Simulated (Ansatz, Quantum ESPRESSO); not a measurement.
## CaHI (P4/nmm): modes at Γ and the response to a field

Wanted: the vibrations of CaHI (P4/nmm) at Γ, by two programs.

Main program and level: Quantum ESPRESSO 7.5; DFT PBEsol, scalar-relativistic, plane waves, PseudoDojo norm-conserving pseudopotentials.

Most raw output is cut from this account.

### 1. The starting structure

The structure is tetragonal, space group P4/nmm (No. 129). The conventional cell has a = 4.071 Å, b = 4.071 Å, c = 8.941 Å, α = 90.00°, β = 90.00°, γ = 90.00°. Nearest to Ca lie 4 H at 2.49 Å and 4 I at 3.23 Å. Nearest to H lie 4 Ca at 2.49 Å. I has 4 Ca at 3.23 Å nearest. Farther neighbours and most contacts between anions are not listed.

### 2. A first look

A cheap run with smearing and empty bands tells whether the crystal has a gap, which decides between fixed occupations and smearing later on.

Input file probe.in:

```
&CONTROL
  calculation = 'scf'
  prefix      = 'x'
  outdir      = './tmp'
  pseudo_dir  = './pseudo'
  tprnfor     = .true.
  tstress     = .true.
  verbosity   = 'high'
/
&SYSTEM
  ibrav       = 0
  nat         = 6
  ntyp        = 3
  ecutwfc     = 64.0
  occupations = 'smearing'
  smearing    = 'gaussian'
  degauss     = 0.01
/
&ELECTRONS
  conv_thr         = 1.0d-07
  mixing_beta      = 0.7
  electron_maxstep = 100
/
ATOMIC_SPECIES
 Ca     40.0780  Ca.upf
 H       1.0080  H.upf
 I     126.9045  I.upf
CELL_PARAMETERS angstrom
     4.071000000    0.000000000    0.000000000
     0.000000000    4.071000000    0.000000000
     0.000000000    0.000000000    8.941000000
ATOMIC_POSITIONS crystal
 Ca     0.000000000   0.500000000   0.160000000
 Ca     0.500000000   0.000000000   0.840000000
 H      0.000000000   0.000000000   0.000000000
 H      0.500000000   0.500000000   0.000000000
 I      0.000000000   0.500000000   0.675000000
 I      0.500000000   0.000000000   0.325000000
K_POINTS automatic
 4 4 2 0 0 0
```

Run with:

```console
$ OMP_NUM_THREADS=1 mpirun -n 8 pw.x -nk 8 -in probe.in > probe.out
```

Run time: 9.5 s. Hardware: 8 MPI ranks of Arm Neoverse V1, shared host; 75 s of CPU time.

This step gave:

- volume per atom: 24.70 Å³
- pressure: -2.800 GPa
- gap on the k-mesh: 3.224 eV

A gap of 3.2 eV opens on this mesh, so the crystal is taken as an insulator; the start stands at -2.8 GPa.

### 3. Relaxation

The harmonic expansion starts where the forces on the atoms vanish, and stress shifts the frequencies, so cell and atoms are relaxed with tight thresholds.

Input file relax.in:

```
&CONTROL
  calculation   = 'vc-relax'
  prefix        = 'x'
  outdir        = './tmp'
  pseudo_dir    = './pseudo'
  tprnfor       = .true.
  tstress       = .true.
  forc_conv_thr = 2.0d-05
  etot_conv_thr = 1.0d-07
  nstep         = 40
/
&SYSTEM
  ibrav       = 0
  nat         = 6
  ntyp        = 3
  ecutwfc     = 64.0
  occupations = 'fixed'
  nbnd        = 20
/
&ELECTRONS
  conv_thr         = 1.0d-11
  mixing_beta      = 0.7
  electron_maxstep = 100
/
&IONS
/
&CELL
  press_conv_thr = 0.1
/
ATOMIC_SPECIES
 Ca     40.0780  Ca.upf
 H       1.0080  H.upf
 I     126.9045  I.upf
CELL_PARAMETERS angstrom
     4.071000000    0.000000000    0.000000000
     0.000000000    4.071000000    0.000000000
     0.000000000    0.000000000    8.941000000
ATOMIC_POSITIONS crystal
 Ca     0.000000000   0.500000000   0.160000000
 Ca     0.500000000   0.000000000   0.840000000
 H      0.000000000   0.000000000   0.000000000
 H      0.500000000   0.500000000   0.000000000
 I      0.000000000   0.500000000   0.675000000
 I      0.500000000   0.000000000   0.325000000
K_POINTS automatic
 6 6 2 0 0 0
```

Run with:

```console
$ OMP_NUM_THREADS=1 mpirun -n 8 pw.x -nk 8 -in relax.in > relax.out
```

Elapsed: 4.8 min, on 8 MPI ranks.

The steps of the relaxation (22 of 26):

| step | energy less that of the first step (eV) | largest force (eV/Å) | volume (Å³) |
| --- | --- | --- | --- |
| 1 | 0.0000 | 0.8593 | 148.18 |
| 2 | -0.0650 | 0.7865 | 146.03 |
| 3 | -0.1454 | 0.6696 | 142.99 |
| 5 | -0.2771 | 0.1557 | 133.26 |
| 6 | -0.2794 | 0.1243 | 133.32 |
| 7 | -0.2831 | 0.0807 | 133.73 |
| 8 | -0.2872 | 0.0996 | 134.49 |
| 9 | -0.2893 | 0.1142 | 135.32 |
| 11 | -0.2910 | 0.0918 | 135.74 |
| 12 | -0.2923 | 0.0602 | 135.89 |
| 13 | -0.2933 | 0.0105 | 135.98 |
| 14 | -0.2934 | 0.0131 | 135.94 |
| 15 | -0.2936 | 0.0200 | 135.93 |
| 16 | -0.2938 | 0.0258 | 135.94 |
| 18 | -0.2945 | 0.0346 | 136.14 |
| 19 | -0.2950 | 0.0357 | 136.41 |
| 20 | -0.2955 | 0.0310 | 136.90 |
| 21 | -0.2958 | 0.0184 | 137.50 |
| 22 | -0.2959 | 0.0085 | 137.77 |
| 24 | -0.2959 | 0.0002 | 137.84 |
| 25 | -0.2959 | 0.0000 | 137.83 |
| 26 | -0.2918 | 0.0005 | 137.83 |

```
conventional cell, symmetrised  before  after  change
                         a (Å)   4.071  3.970  -2.5 %
                         b (Å)   4.071  3.970  -2.5 %
                         c (Å)   8.941  8.746  -2.2 %
              volume (Å³/atom)   24.70  22.97  -7.0 %
```

The atoms that moved most (Å, as changes of fractional coordinates times the final cell):

```csv
atom,dx,dy,dz,length
Ca2,0.000,0.000,0.209,0.209
Ca1,0.000,0.000,-0.209,0.209
I6,0.000,0.000,-0.100,0.100
I5,0.000,0.000,0.100,0.100
```

The last row of the table of steps is pw.x's closing run on a basis chosen anew for the final cell, so its energy can jump.

Numbers from this step:

```yaml
volume_per_atom: 22.97 Å³
pressure: -0.05333 GPa
gap_on_the_k_mesh: 3.057 eV
```

The volume changes by -7.0 % from the cell with which this run began.

### 4. Self-consistent run for the response

Perturbation theory inherits every error of the wavefunctions, so the threshold is set near the limit of the arithmetic. With a gap, occupations are fixed, which also allows the response to an electric field.

Input file scf.in:

```
&CONTROL
  calculation = 'scf'
  prefix      = 'x'
  outdir      = './tmp'
  pseudo_dir  = './pseudo'
  tprnfor     = .true.
  tstress     = .true.
/
&SYSTEM
  ibrav       = 0
  nat         = 6
  ntyp        = 3
  ecutwfc     = 64.0
  occupations = 'fixed'
  nbnd        = 20
/
&ELECTRONS
  conv_thr         = 1.0d-12
  mixing_beta      = 0.7
  electron_maxstep = 100
/
ATOMIC_SPECIES
 Ca     40.0780  Ca.upf
 H       1.0080  H.upf
 I     126.9045  I.upf
CELL_PARAMETERS angstrom
     3.969863663    0.000000000    0.000000000
     0.000000000    3.969863663    0.000000000
     0.000000000    0.000000000    8.745559538
ATOMIC_POSITIONS crystal
 Ca     0.000000000   0.500000000   0.136157797
 Ca     0.500000000   0.000000000   0.863842203
 H      0.000000000   0.000000000   0.000000000
 H      0.500000000   0.500000000   0.000000000
 I      0.000000000   0.500000000   0.686481348
 I      0.500000000   0.000000000   0.313518652
K_POINTS automatic
 6 6 2 0 0 0
```

Run with:

```console
$ OMP_NUM_THREADS=1 mpirun -n 8 pw.x -nk 8 -in scf.in > scf.out
```

The job ended after 18 s (8 MPI ranks; 2.3 min of CPU time).

The cell stands at -0.053 GPa, close enough for phonons.

### 5. Zone-centre response

At q = 0 one unit cell holds all displacements; symmetry groups them into irreducible representations that are solved one by one. The response to a field gives ε∞ and the Born charges, which polar modes need.

Input file ph.in:

```
phonons
&INPUTPH
  prefix = 'x'
  outdir = './tmp'
  fildyn = 'g.dyn'
  tr2_ph = 1.0d-18
  epsil  = .true.
/
0.000000000 0.000000000 0.000000000
```

Run with:

```console
$ OMP_NUM_THREADS=1 mpirun -n 8 ph.x -nk 8 -in ph.in > ph.out
```

It took 11 min on 8 MPI ranks; 90 min of CPU time.

Numbers from this step:

```yaml
miss_of_the_charge_sum_rule: 0.05216 e
largest_acoustic_frequency_at_the_zone_centre_before_the_sum_rule: -3.72 cm⁻¹
highest_optical_zone_centre_mode_no_lo_to_term: 952.0 cm⁻¹
lowest_optical_zone_centre_mode: 57.27 cm⁻¹
mean_high_frequency_dielectric_constant: 4.688
largest_born_charge_in_size_third_of_the_trace: 2.142 e
```

Born charge (rows field, columns displacement), before the sum rule (e), principal values of the symmetric part by kind of site:

| atom | atoms with these values | low | middle | high | mean |
| --- | --- | --- | --- | --- | --- |
| Ca1 | 2 | 1.82 | 2.30 | 2.30 | 2.14 |
| H3 | 2 | -0.98 | -0.98 | -0.89 | -0.95 |
| I5 | 2 | -1.35 | -1.35 | -0.94 | -1.21 |

In full for I5:

```
-1.35  0.00  0.00
 0.00 -1.35  0.00
 0.00  0.00 -0.94
```

High-frequency dielectric tensor:

```
4.77 0.00 0.00
0.00 4.77 0.00
0.00 0.00 4.52
```

The acoustic modes at Γ come out as far as 3.7 cm⁻¹ from zero, where they should vanish, a small numerical error; the Born charges miss their sum rule by 0.052 e, too much: mesh or cutoff is short for the field response.

### 6. Modes with the sum rule

A rigid shift of the crystal must cost nothing, but grids and finite bases break this; the acoustic sum rule is imposed before the matrix is diagonalised again. With Born charges the intensities follow, and the static dielectric tensor.

Input file dynmat.in:

```
&INPUT
  fildyn = 'g.dyn'
  asr    = 'simple'
  fileig = 'dynmat.eig'
  lperm  = .true.
/
```

Run with:

```console
$ dynmat.x -in dynmat.in > dynmat.out
```

The job ended after 0.46 s (1 thread).

Read from the output:

| Item | Value |
| --- | --- |
| highest optical zone-centre mode (no LO-TO term) | 952.9 cm⁻¹ |
| lowest optical zone-centre mode | 57.28 cm⁻¹ |
| mean static dielectric constant | 8.257 |

Unit eigenvectors of the mass-weighted matrix after the sum rule; no LO-TO term. Modes at Γ, with each element's share of the kinetic energy:

```csv
mode,frequency (cm⁻¹),symmetry,Ca %,H %,I %
1,0.0,acoustic,24,1,76
2,0.0,acoustic,24,1,76
3,0.0,acoustic,24,1,76
4,57.3,Eg,3,0,97
5,57.3,Eg,3,0,97
6,67.7,A1g,7,0,93
7,124.1,Eu,74,1,24
8,124.1,Eu,74,1,24
9,136.0,A2u,75,1,24
10,180.2,Eg,96,0,3
11,180.2,Eg,96,0,3
12,204.0,A1g,93,0,7
13,818.0,Eu,2,98,0
14,818.0,Eu,2,98,0
15,862.6,B1g,0,100,0
16,912.5,Eg,0,100,0
17,912.5,Eg,0,100,0
18,952.9,A2u,2,98,0
```

Displacements in mode 4 (57.3 cm⁻¹), the largest set to 1:
```
Ca1 -0.14 -0.34  0.00
Ca2  0.14  0.34  0.00
H3   0.01 -0.02  0.00
H4  -0.01  0.02  0.00
I5   0.42  1.00  0.00
I6  -0.42 -1.00  0.00
```

Displacements in mode 13 (818.0 cm⁻¹), the largest set to 1:
```
Ca1 -0.02 -0.02  0.00
Ca2 -0.02 -0.02  0.00
H3   0.76  1.00  0.00
H4   0.76  1.00  0.00
I5   0.00  0.00  0.00
I6   0.00  0.00  0.00
```

Degenerate modes summed, no LO-TO term. Infrared lines, with heights relative to the strongest:

| position (cm⁻¹) | lines merged | label | IR intensity, relative |
| --- | --- | --- | --- |
| 57 | 2 | Eg | 0.0 |
| 68 | 1 | A1g | 0.0 |
| 124 | 2 | Eu | 6.7 |
| 136 | 1 | A2u | 2.0 |
| 180 | 2 | Eg | 0.0 |
| 204 | 1 | A1g | 0.0 |
| 818 | 2 | Eu | 100 |
| 863 | 1 | B1g | 0.0 |
| 912 | 2 | Eg | 0.0 |
| 953 | 1 | A2u | 41 |

Static dielectric tensor (ions relaxed, fixed cell):

```
9.00 0.00 0.00
0.00 9.00 0.00
0.00 0.00 6.77
```

The rule also moves an optical mode by 1.0 cm⁻¹.

### 7. Sum rules set otherwise: a sum rule for molecules or wires on a crystal

This rule also removes rotations, which suits molecules and not a crystal; it is tried to see the harm.

Input file dynmat.in:

```
&INPUT
  fildyn = 'g.dyn'
  asr    = 'zero-dim'
  fileig = 'dynmat.eig'
  lperm  = .true.
/
```

Run with:

```console
$ dynmat.x -in dynmat.in > dynmat.out
```

Run time: 0.47 s. Hardware: 1 thread.

The program raised no error, yet the settings are not those of a careful run.

The fault: a sum rule for molecules or wires on a crystal; 3 optical modes are projected out to zero frequency, as if they were rotations.

For a crystal the rule has to be 'simple' or 'crystal'.

Zone-centre frequencies as printed; negative means imaginary. Modes:

| mode | frequency (cm⁻¹) |
| --- | --- |
| 1 | 0 |
| 2 | 0 |
| 3 | 0 |
| 4 | 0 |
| 5 | 0 |
| 6 | 0 |
| 7 | 66.47 |
| 8 | 95.25 |
| 9 | 127.6 |
| 10 | 130.8 |
| 11 | 135.9 |
| 12 | 197.5 |
| 13 | 441.6 |
| 14 | 633 |
| 15 | 856.2 |
| 16 | 903.9 |
| 17 | 916.3 |
| 18 | 952.5 |

### 8. Modes along a direction of q (1 0 0)

A longitudinal polar mode sets up a macroscopic field that stiffens it; the term hangs on the direction from which q goes to zero.

Input file dynmat.in:

```
&INPUT
  fildyn = 'g.dyn'
  asr    = 'simple'
  fileig = 'dynmat.eig'
  q(1)   = 1.0
  q(2)   = 0.0
  q(3)   = 0.0
/
```

Run with:

```console
$ dynmat.x -in dynmat.in > dynmat.out
```

Run time: 0.46 s. Hardware: 1 thread.

Read from the output:

```yaml
highest_mode_moved_by_the_lo_to_term: 907.1 cm⁻¹
```

Zone-centre frequencies as printed; negative means imaginary. Modes:

```csv
mode,frequency (cm⁻¹)
1,0
2,0
3,0
4,57.28
5,57.28
6,67.68
7,124.1
8,136
9,153.7
10,180.2
11,180.2
12,204
13,818
14,862.6
15,907.1
16,912.5
17,912.5
18,952.9
```

The field moves 2 modes; the highest of them now lies at 907 cm⁻¹, where the highest that moved away lay at 818.

### 9. Modes along a direction of q (0 0 1)

Input file dynmat.in:

```
&INPUT
  fildyn = 'g.dyn'
  asr    = 'simple'
  fileig = 'dynmat.eig'
  q(1)   = 0.0
  q(2)   = 0.0
  q(3)   = 1.0
/
```

Run with:

```console
$ dynmat.x -in dynmat.in > dynmat.out
```

Run time: 0.46 s. Hardware: 1 thread.

This step gave:

```
highest mode moved by the LO-TO term : 1020 cm⁻¹
```

Zone-centre frequencies as printed; negative means imaginary. Modes:

| mode | frequency (cm⁻¹) |
| --- | --- |
| 1 | 0 |
| 2 | 0 |
| 3 | 0 |
| 4 | 57.28 |
| 5 | 57.28 |
| 6 | 67.68 |
| 7 | 124.1 |
| 8 | 124.1 |
| 9 | 155.6 |
| 10 | 180.2 |
| 11 | 180.2 |
| 12 | 204 |
| 13 | 818 |
| 14 | 818 |
| 15 | 862.6 |
| 16 | 912.5 |
| 17 | 912.5 |
| 18 | 1020 |

The field moves 2 modes; the highest of them now lies at 1020 cm⁻¹, where the highest that moved away lay at 953.

### 10. The LO-TO splitting (1 1 1)

Input file dynmat.in:

```
&INPUT
  fildyn = 'g.dyn'
  asr    = 'simple'
  fileig = 'dynmat.eig'
  q(1)   = 1.0
  q(2)   = 1.0
  q(3)   = 1.0
/
```

Run with:

```console
$ dynmat.x -in dynmat.in > dynmat.out
```

The job ended after 0.46 s (1 thread).

This step gave:

```yaml
highest_mode_moved_by_the_lo_to_term: 986.1 cm⁻¹
```

Zone-centre frequencies as printed; negative means imaginary. Modes:

```csv
mode,frequency (cm⁻¹)
1,0
2,0
3,0
4,57.28
5,57.28
6,67.68
7,124.1
8,132.2
9,154.5
10,180.2
11,180.2
12,204
13,818
14,862.6
15,866.7
16,912.5
17,912.5
18,986.1
```

The field moves 4 modes; the highest of them now lies at 986 cm⁻¹, where the highest that moved away lay at 953.

### 11. Cross-check with Ansatz

The same cell goes through another code at the same cutoff. The files are of one family, but Ansatz's library holds files of its own making for some heavy elements, so those for I may differ. Its k mesh is centred on Γ.

This step: DFT PBEsol, scalar-relativistic, plane waves, norm-conserving pseudopotentials of its library (PseudoDojo's, some remade) (Ansatz 0.2.0).

Input file input.yaml:

```yaml
crystal:
  lattice:
    - [3.969863663, 0.0, 0.0]
    - [0.0, 3.969863663, 0.0]
    - [0.0, 0.0, 8.745559538]
  atoms:
    - { symbol: Ca, position: [0.0, 0.5, 0.1361577969] }
    - { symbol: Ca, position: [0.5, 0.0, 0.8638422031] }
    - { symbol: H, position: [0.0, 0.0, 0.0] }
    - { symbol: H, position: [0.5, 0.5, 0.0] }
    - { symbol: I, position: [0.0, 0.5, 0.6864813481] }
    - { symbol: I, position: [0.5, 0.0, 0.3135186519] }
kpoints:
  mp_grid: { grid: [6, 6, 2] }
hamiltonian:
  xc: pbesol
  pseudopotentials: { kind: nc, accuracy: standard }
scf:
  occupations: { method: fixed }
output:
  eigenvalues: true
basis:
  ecutwfc: 870.764
phonons:
  method: dfpt
  dielectric: true
  rigid_motions: translations
```

Run with:

```console
$ ansatz run input.yaml --threads 8 --pin off --max-ram 16384MiB --backend cpu --events-out ev --progress --plain --runs-dir out
```

It took 51 s on 8 threads; peak memory 1.9 GiB.

This step gave:

- gap on the k-mesh: 3.059 eV
- sum-rule residual before enforcement: 1.97e-4 eV/Å²
- miss of the charge sum rule: 0.005840 e
- estimated error of the dielectric tensor: 0.01952
- estimated error of the Born charges: 0.01665 e
- highest optical zone-centre mode (no LO-TO term): 952.4 cm⁻¹
- lowest optical zone-centre mode: 57.19 cm⁻¹
- mean high-frequency dielectric constant: 4.646
- largest Born charge in size (third of the trace): 2.136 e
- mean static dielectric constant: 8.158
- highest mode moved by the LO-TO term: 1020 cm⁻¹

Transverse modes. Lines of the infrared spectrum (strongest = 100):

```csv
position (cm⁻¹),label,"IR intensity ((D/Å)²/amu), degenerate modes summed, relative"
57,Eg,0.0
67,A1g,0.0
124,Eu,6.4
136,A2u,2.0
180,Eg,0.0
204,A1g,0.0
818,Eu,100
862,B1g,0.0
912,Eg,0.0
952,A2u,40
```

The log warns that the force constants on this k mesh are to be taken as unconverged.

### 12. Side by side: QE PseudoDojo and Ansatz, library NC

Numbers from this step:

- root-mean-square difference: 0.26 cm⁻¹
- largest difference: 0.62 cm⁻¹

The 12 of 15 modes that differ most. Frequencies side by side:

```
q (reciprocal lattice)  mode  QE PseudoDojo (cm⁻¹)  Ansatz, library NC (cm⁻¹)
                 0 0 0     4                 57.28                      57.19
                 0 0 0     5                 57.28                      57.19
                 0 0 0     6                 67.68                      67.44
                 0 0 0     7                 124.1                        124
                 0 0 0     8                 124.1                        124
                 0 0 0     9                   136                      135.6
                 0 0 0    10                 180.2                      180.1
                 0 0 0    12                   204                      203.7
                 0 0 0    15                 862.6                        862
                 0 0 0    16                 912.5                      912.3
                 0 0 0    17                 912.5                      912.3
                 0 0 0    18                 952.9                      952.4
```

The two runs side by side. Further quantities:

```
                                                                               quantity  QE PseudoDojo  Ansatz, library NC
                                                                                mean ε∞          4.688               4.646
largest Born charge in size (e; the first before, the second after the charge sum rule)          2.142               2.136
```

At the zone centre the largest difference (acoustic modes at Γ apart) is 0.07 % of the highest mode.

### 13. Outcome

```yaml
space_group_after_relaxation: P4/nmm
volume_per_atom: 23.0 Å³
gap_on_the_k_mesh: 3.06 eV
highest_optical_zone_centre_mode_no_lo_to_term: 952.9 cm⁻¹
lowest_optical_zone_centre_mode: 57.3 cm⁻¹
highest_mode_moved_by_the_lo_to_term_probably_not_converged_in_the_k_mesh: 1020 cm⁻¹
mean_high_frequency_dielectric_constant_probably_not_converged_in_the_k_mesh: 4.69
largest_born_charge_in_size_third_of_the_trace_probably_not_converged_in_the_k_mesh: 2.14 e
mean_static_dielectric_constant_probably_not_converged_in_the_k_mesh: 8.26
imaginary_optical_modes_at_the_zone_centre_no_q_mesh_in_this_session: none
largest_difference_from_ansatz_library_nc: 0.62 cm⁻¹
```

In words: At the PBEsol level the optical modes of CaHI (P4/nmm) at the zone centre (no LO-TO term) run from 57 to 953 cm⁻¹. Along the directions run, the highest mode that the macroscopic field moves lies at 1020 cm⁻¹. Lattice motion raises the mean dielectric constant from 4.688 to 8.257. The Born charges miss their sum rule by 0.052 e, a sign that the k mesh or the cutoff is short for the field response. ε∞, the Born charges and what follows from them are probably not converged in the k mesh. Of the 15 optical modes, 9 are Raman active alone and 6 are infrared active alone; inversion symmetry keeps the two sets apart. QE PseudoDojo and Ansatz, library NC agree to 0.62 cm⁻¹ (0.07 % of the highest mode compared) on all solved modes but the acoustic ones at Γ, without the LO-TO term. These are harmonic frequencies at zero temperature: anharmonic shifts and linewidths and thermal expansion are left out. Spin-orbit coupling is left out, which can matter for the heavy elements here. The relaxation ran at 64 Ry, under the 72 Ry recommended for these files; the stress of so short a basis can leave the cell about one per cent too small. Ansatz warns that the cutoff lies 11 % under the one recommended for these files; agreement at one cutoff is not convergence. Ansatz's log warns that force constants on this k mesh are to be taken as unconverged, an error that the frequencies of both programs share.

[Host names and launcher messages were left out of these logs when they were recorded.]

[Logs are printed without paths, hosts, clocks, repeated set-up lines and the standing remarks that a program may print on its own settings, such as how far it seeks lower states.]

[Hosts, paths, dates, database ids (printed as entryN), source tags and the programs' standing remarks are cut or masked in the printed files.]
